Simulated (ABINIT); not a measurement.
## Quasiparticle gap of CdTe (F-43m) in ABINIT

Aim: the G0W0 gap of CdTe (F-43m) on PBE, step by step.

Method: PBE and many-body steps on it, plane waves, in ABINIT 10.8.3.

The database entry behind the starting cell differs from other determinations of this structure, so it need not match the best structure at room temperature.

**1. Set-up**

The structure is cubic, space group F-43m (No. 216). The conventional cell has a = 6.410 Å, b = 6.410 Å, c = 6.410 Å, α = 90.00°, β = 90.00°, γ = 90.00°. Nearest to Cd lie 4 Te at 2.78 Å. Te has 4 Cd at 2.78 Å nearest. Farther neighbours, and contacts between anions beyond the nearest, are not listed.

The cell and positions come from the Crystallography Open Database and are kept as given unless a step says otherwise.

**2. Ground state**

This step: ABINIT 10.8.3; DFT, PBE, plane waves, norm-conserving pseudopotentials.

The ground-state density comes first.

Contents of run.abi:

```
acell 3*1.0 Angstrom
rprim 
  -0.000000000000 3.205000000000 3.205000000000
  3.205000000000 -0.000000000000 3.205000000000
  3.205000000000 3.205000000000 -0.000000000000
ntypat 2
znucl 48 52
natom 2
typat 1 2
xred 
  0.000000000000 0.000000000000 0.000000000000
  0.250000000000 0.250000000000 0.250000000000
pp_dirpath "pseudos"
pseudos "Cd.upf, Te.upf"
ecut 47
ngkpt 6 6 6
nshiftk 1
shiftk 0 0 0
kptopt 1
chksymbreak 0
nband 23
occopt 1
tolvrs 1e-10
nstep 60
prtwf 0
optforces 0
optstress 0
indata_prefix "in"
outdata_prefix "out"
tmpdata_prefix "tmp"
```

Run with:

```console
OMP_NUM_THREADS=1 mpirun -n 4 abinit run.abi > log
```

What it wrote:

```text
.Version 10.8.3 of ABINIT. v10.8.2 released Aug 2026.

 Symmetries : space group F-4 3 m (#216); Bravais cF (face-center cubic)
================================================================================
 Values of the parameters that define the memory need of the present run
     intxc =       0    ionmov =       0      iscf =       7    lmnmax =       6
     lnmax =       6     mgfft =      54  mpssoang =       3    mqgrid =    3001
     natom =       2  nloc_mem =       1    nspden =       1   nspinor =       1
    nsppol =       1      nsym =      24    n1xccc =    2501    ntypat =       2
    occopt =       1   xclevel =       2
-    mband =          23        mffmem =           1         mkmem =           4
       mpw =        6863          nfft =      157464          nkpt =          16
================================================================================
  Rough estimation (10% accuracy) of disk space for files :
================================================================================

--------------------------------------------------------------------------------
------------- Echo of variables that govern the present computation ------------
--------------------------------------------------------------------------------
 -outvars: echo values of preprocessed input variables --------
            acell      1.8897261259E+00  1.8897261259E+00  1.8897261259E+00 Bohr

      chksymbreak           0
             ecut      4.70000000E+01 Hartree
-          fftalg         312

              ixc     -101130
              kpt      0.00000000E+00  0.00000000E+00  0.00000000E+00
                       1.66666667E-01  0.00000000E+00  0.00000000E+00
                       3.33333333E-01  0.00000000E+00  0.00000000E+00
                       5.00000000E-01  0.00000000E+00  0.00000000E+00
                       1.66666667E-01  1.66666667E-01  0.00000000E+00
                       3.33333333E-01  1.66666667E-01  0.00000000E+00
                       5.00000000E-01  1.66666667E-01  0.00000000E+00
                      -3.33333333E-01  1.66666667E-01  0.00000000E+00
                      -1.66666667E-01  1.66666667E-01  0.00000000E+00
   [... 5 further rows ...]
                      -3.33333333E-01  3.33333333E-01  1.66666667E-01
                      -3.33333333E-01  5.00000000E-01  1.66666667E-01
         kptrlatt        6    0    0      0    6    0      0    0    6
          kptrlen      5.13917196E+01
P           mkmem           4
            natom           2
            nband          23
            ngfft          54      54      54
             nkpt          16
            nstep          60
             nsym          24
           ntypat           2
              occ      2.000000  2.000000  2.000000  2.000000  2.000000  2.000000
                       2.000000  2.000000  2.000000  2.000000  2.000000  2.000000
                       2.000000  2.000000  2.000000  2.000000  2.000000  2.000000
                       0.000000  0.000000  0.000000  0.000000  0.000000
        optforces           0
        optstress           0
            prtwf           0
            rprim     -0.0000000000E+00  3.2050000000E+00  3.2050000000E+00
[...]
spgroup         216

           tolvrs      1.00000000E-10

             xred      0.0000000000E+00  0.0000000000E+00  0.0000000000E+00
[...]
znucl       48.00000   52.00000

================================================================================

 chkinp: Checking input parameters for consistency.

================================================================================
== DATASET  1 ==================================================================
-   mpi_nproc: 4, omp_nthreads: 1 (-1 if OMP is not activated)

--- !DatasetInfo
iteration_state: {dtset: 1, }
dimensions: {natom: 2, nkpt: 16, mband: 23, nsppol: 1, nspinor: 1, nspden: 1, mpw: 6863, }
cutoff_energies: {ecut:  47.0, pawecutdg:  -1.0, }
electrons: {nelect:   3.60000000E+01, charge:   0.00000000E+00, occopt:   1.00000000E+00, tsmear:   1.00000000E-02, }

 Real(R)+Recip(G) space primitive vectors, cartesian coordinates (Bohr,Bohr^-1):
 R(1)=  0.0000000  6.0565722  6.0565722  G(1)= -0.0825549  0.0825549  0.0825549
 R(2)=  6.0565722  0.0000000  6.0565722  G(2)=  0.0825549 -0.0825549  0.0825549
 R(3)=  6.0565722  6.0565722  0.0000000  G(3)=  0.0825549  0.0825549 -0.0825549
 Unit cell volume ucvol=  4.4433518E+02 bohr^3
 Angles (23,13,12)=  6.00000000E+01  6.00000000E+01  6.00000000E+01 degrees

 getcut: wavevector=  0.0000  0.0000  0.0000  ngfft=  54  54  54
         ecut(hartree)=     47.000   => boxcut(ratio)=   2.04356

--- Pseudopotential description ------------------------------------------------
- Cd Generated using ONCVPSP code by D. R. Hamann
- 48.00000  20.00000  171031                  znucl, zion, pspdat
12 -101130 2 -1 1368                          pspcod,pspxc,lmax,lloc,mmax
     nproj     2     2     2
  pspatm : epsatm=   23.16453630
         --- l  ekb(1:nproj) -->
[...]
pspatm: atomic psp has been read  and splines computed

- Te Generated using ONCVPSP code by D. R. Hamann
- 52.00000  16.00000  171031                  znucl, zion, pspdat
12 -101130 2 -1 1294                          pspcod,pspxc,lmax,lloc,mmax
     nproj     2     2     2
  pspatm : epsatm=   36.72599971
         --- l  ekb(1:nproj) -->
[...]
2   -5.988876   -1.858037
 pspatm: atomic psp has been read  and splines computed

   2.15605930E+03                                ecore*ucvol(ha*bohr**3)
--------------------------------------------------------------------------------

_setup2: Arith. and geom. avg. npw (full set) are    6836.431    6836.423

================================================================================

--- !BeginCycle
iteration_state: {dtset: 1, }
solver: {iscf: 7, nstep: 60, nline: 4, wfoptalg: 0, }
tolerances: {tolvrs: 1.00E-10, }

     iter   Etot(hartree)      deltaE(h)  residm     vres2
 ETOT  1  -277.36137069451    -2.774E+02 3.451E+00 5.380E+03
 ETOT  2  -279.26773339279    -1.906E+00 8.020E-02 8.440E+03
 ETOT  3  -280.10633639701    -8.386E-01 4.482E-02 1.187E+03
 ETOT  4  -280.18481794959    -7.848E-02 1.297E-02 3.863E+02
 ETOT  5  -280.21991844677    -3.510E-02 1.007E-02 3.278E+01
 ETOT  6  -280.22276337892    -2.845E-03 2.265E-03 3.159E+00
 ETOT  7  -280.22308043476    -3.171E-04 3.024E-04 2.963E-02
 ETOT  8  -280.22308196591    -1.531E-06 4.229E-04 1.406E-02
 ETOT  9  -280.22308344791    -1.482E-06 3.387E-05 5.698E-05
 ETOT 10  -280.22308345620    -8.293E-09 7.553E-05 1.679E-06
 ETOT 11  -280.22308345635    -1.425E-10 5.881E-06 5.180E-08
 ETOT 12  -280.22308345637    -2.734E-11 1.339E-05 4.641E-09
 ETOT 13  -280.22308345633     3.996E-11 1.035E-06 5.560E-10
 ETOT 14  -280.22308345637    -4.115E-11 2.376E-06 7.560E-12

 At SCF step   14       vres2   =  7.56E-12 < tolvrs=  1.00E-10 =>converged.

--- !ResultsGS
iteration_state: {dtset: 1, }
comment   : Summary of ground state results
lattice_vectors:
- [ -0.0000000,   6.0565722,   6.0565722, ]
- [  6.0565722,  -0.0000000,   6.0565722, ]
- [  6.0565722,   6.0565722,  -0.0000000, ]
lattice_lengths: [   8.56529,    8.56529,    8.56529, ]
lattice_angles: [ 60.000,  60.000,  60.000, ] # degrees, (23, 13, 12)
lattice_volume:   4.4433518E+02
convergence: {deltae: -4.115E-11, res2:  7.560E-12, residm:  2.376E-06, diffor:  0.000E+00, }
etotal    :  -2.80223083E+02
entropy   :   0.00000000E+00
fermie    :   1.63926090E-01
cartesian_stress_tensor: null
pressure_GPa: null
xred      :
- [  0.0000E+00,   0.0000E+00,   0.0000E+00, Cd]
- [  2.5000E-01,   2.5000E-01,   2.5000E-01, Te]
cartesian_forces: null
force_length_stats: {min: null, max: null, mean: null, }

 Integrated electronic density in atomic spheres:
 ------------------------------------------------
 Atom  Sphere_radius  Integrated_density
    1        2.00000         17.16606144
    2        2.00000         11.96314630
================================================================================

 ----iterations are completed or convergence reached----

 Mean square residual over all n,k,spin=   76.325E-10; max=  23.761E-07
 reduced coordinates (array xred) for    2 atoms
       0.000000      0.000000      0.000000
       0.250000      0.250000      0.250000
 rms dE/dt=  0.0000E+00; max dE/dt=  0.0000E+00; dE/dt below (all hartree)
    1       0.000000      0.000000      0.000000
    2       0.000000      0.000000      0.000000

 cartesian coordinates (angstrom) at end:
    1      0.000000     0.000000     0.000000
    2      1.602500     1.602500     1.602500
 length scales=  1.889726  1.889726  1.889726 bohr
              =  1.000000  1.000000  1.000000 angstroms
 prteigrs : about to open file out_EIG
 Fermi (or HOMO) energy (hartree) =   0.16393   Average Vxc (hartree)=  -0.33653
 Eigenvalues (hartree) for nkpt=  16  k points:
 kpt#   1, nband= 23, wtk=  0.00463, kpt=  0.0000  0.0000  0.0000 (reduced coord)
  -3.59382   -2.16263   -2.16263   -2.16263   -1.16454   -1.16454   -1.16454   -1.16422
  -1.16422   -0.25390   -0.14458   -0.14458   -0.14458   -0.13409   -0.13409    0.16393
   0.16393    0.16393    0.19593    0.33308    0.33308    0.33308    0.44255
 prteigrs : prtvol=0 or 1, do not print more k-points.

--- !EnergyTerms
iteration_state     : {dtset: 1, }
comment             : Components of total free energy in Hartree
kinetic             :  1.184208E+02
hartree             :  9.388592E+01
xc                  : -4.888509E+01
Ewald energy        : -1.453342E+02
psp_core            :  4.852326E+00
local_psp           : -2.779902E+02
non_local_psp       : -2.517263E+01
total_energy        : -2.802231E+02
total_energy_eV     : -7.625259E+03
band_energy         : -3.315251E+01

== END DATASET(S) ==============================================================
================================================================================

 -outvars: echo values of variables after computation  --------
           etotal     -2.8022308346E+02
            nband          23
             nkpt          16
          spgroup         216
 [... the other variables as echoed above ...]

 Calculation completed.
```

Wall time 37 s (4 MPI ranks of Arm Neoverse V1, shared host); peak memory 0.46 GiB; 2.4 min of CPU time.

This step gave:

| Item | Value |
| --- | --- |
| total energy | -7625.2586 eV |
| gap | 0.8708 eV |
| k of the valence top | 0, 0, 0 |
| k of the conduction bottom | 0, 0, 0 |
| least direct gap | 0.8708 eV |

The gap is direct, at Γ.

[end of part 1 of 3]

[Long decimals in the printed logs are rounded to 6 places.]

[Logs are printed without paths, hosts, clocks, repeated set-up lines and the standing remarks that a program may print on its own settings, such as how far it seeks lower states.]

[Paths, hosts, dates, memory and timing lines, banners, echoed tables and standing remarks are left out of the program output; an Ansatz launch command may be rebuilt from the run's recorded settings. Measured values are a selection of at most five: reports struck by readers or far from the other reports are left out. None is set beside runs whose start may be inverted or whose files or cutoffs have a known fault.]

[Runs of the session that timed out or met a known fault of the program may be left out.]

[Hosts, paths, dates, database ids (printed as entryN), source tags and the programs' standing remarks are cut or masked in the printed files.]

[G0W0 gaps are taken among the corrected bands and points alone; a level outside them can change the order at an edge.]

[Where Ansatz stands beside ABINIT at settings called matched, ABINIT's density can come from a denser mesh and the files from another edition; pairs whose starting gaps differed by over 0.03 eV were left out, so agreement reads better than it is.]
